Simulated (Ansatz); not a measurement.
Records of electronic-structure calculations.

```xyz
7
Lattice="2.371 -2.371 7.677 -2.371 2.371 7.677 -2.371 -2.371 -7.677" Properties=species:S:1:pos:R:3 pbc="T T T" subject="A low-energy model for K2NbCl4 (started from the K2NiF4 type) (I4/mmm): bands, U and J" method="DFT, LDA, plane waves, PAW (and 1 further level or step)" program="Ansatz 0.2.0" settings_of_one_run="cutoff 420 eV, 8×8×8 k-mesh, smearing width 0.08 eV, default PAW, coordination {"Nb": "octahedral"}, magnetic state non-magnetic by constraint" cost="2 runs, 4.5 min in all on 4 threads of Arm Neoverse V1, shared host (the runs of this entry)" notes="The structure was built from a prototype and need not be the compound’s stable phase. This run has no spin polarisation although its electron count is odd. The structure was relaxed with LDA. The structure type comes from a generator and need not be one that this composition takes. Limits: no spin-orbit coupling. The bands cross the Fermi level under this constraint, which need not be the crystal’s state: magnetic order, correlation or a lattice distortion may open a gap." nb_t2g="U 3.09 eV, U′ 2.55 eV, J 0.25 eV, bare V 10.0 eV" method="constrained RPA on non-magnetic LDA, 4×4×4 mesh, static; search for lower states off"
K     0.000    0.000    5.508
K     0.000    0.000    9.847
Nb    0.000    0.000    0.000
Cl   -2.371    0.000    0.000
Cl    0.000   -2.371    0.000
Cl    0.000    0.000    2.544
Cl    0.000    0.000   12.811
```

[Paths, hosts, dates, memory and timing lines, banners, echoed tables and standing remarks are left out of the program output.]

[Logs are printed without paths, hosts, clocks, repeated set-up lines and the standing remarks that a program may print on its own settings, such as how far it seeks lower states.]

[Runs of the session that timed out or met a known fault of the program may be left out.]

[Hosts, paths, dates, database ids (printed as entryN), source tags and the programs' standing remarks are cut or masked in the printed files.]
